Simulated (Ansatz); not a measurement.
## CdSe(11-20)/C(110) interface (60 atoms): a reference run and its variants

The cell holds 60 atoms: 6 Cd, 6 Se and 48 C. Cell: a = 7.010 Å, b = 7.448 Å, c = 12.063 Å, α = 90.0°, β = 90.0°, γ = 90.0°. It derives from CdSe and C. Wurtzite CdSe(11-20), 3 repeat layers, 1 surface cells, strained +0.00 and -0.00 %; diamond-structure C(110), 4 layers, 6 cells, -1.74 and -1.57 %; outer planes 1.94 Å apart and 1.99 Å at the second interface of the periodic stack; not relaxed, displaced by a Gaussian of 0.02 Å. Regions: CdSe, 12 atoms (6 Cd and 6 Se); C, 48 atoms (48 C).

Geometry: as built.

Reference run: Kohn-Sham DFT, PBE, PAW (set soft_2, large core), plane waves (Ansatz 0.2.0), cutoff 420 eV, k-mesh 5×5×3, gaussian smearing of 0.05 eV.

```
r.m.s. force component                           : 1.482 eV/Å
pressure                                         : 4.616 GPa
spacing of highest filled and lowest empty level : 0.0066 eV
SCF cycles                                       : 13
time                                             : 7.4 min on 4 threads of Arm Neoverse V2, shared host
```

**Question.** The cell is repeated and solved at Γ. How do error, time and memory go?
- plane waves, 60 atoms (1×1×1)
- support functions, 60 atoms (1×1×1)
- plane waves, 240 atoms (2×2×1)
- support functions, 240 atoms (2×2×1)

Differences are against the typed cell on a 5×5×3 mesh, which samples like Γ on 4500 atoms (r.m.s. force component 1.48 eV/Å). Every repeated cell is solved at Γ, and forces are averaged over the copies of each atom. Hardware: 4 threads of Arm Neoverse V2, shared host.

```csv
atoms,repeats,basis,"Δ force, r.m.s. (meV/Å)",Δ energy (meV/atom),less plane waves of the same size (meV/atom),spread among copies (meV/Å),SCF cycles,time,host memory (GiB)
60,1×1×1,plane waves,216,50.2,-,-,20,6.7 s,0.76
60,1×1×1,support functions,216,46.7,-3.5,-,23,90 s,1.7
240,2×2×1,plane waves,98.9,6.97,-,0,15,2 min,5.1
240,2×2×1,support functions,99.2,3.52,-3.5,0,14,3.9 min,5.6
```

Repeating the cell at Γ samples more k-points: in plane waves the energy difference from the dense mesh goes from 50.2 meV/atom at 60 atoms to 6.97 at 240, and the force difference from 216 to 99 meV/Å. At equal size the support functions lie 3.5 meV/atom below plane waves, likely because their grid holds more waves than 420 eV; no run tests this. At the largest size the support functions' forces differ from the reference by 6.7 % of the r.m.s. force, which holds the difference of sampling between the two as well as that of the basis.

[Logs are printed without paths, hosts, clocks, repeated set-up lines and the standing remarks that a program may print on its own settings, such as how far it seeks lower states.]

[Hosts, paths, dates, database ids (printed as entryN), source tags and the programs' standing remarks are cut or masked in the printed files.]
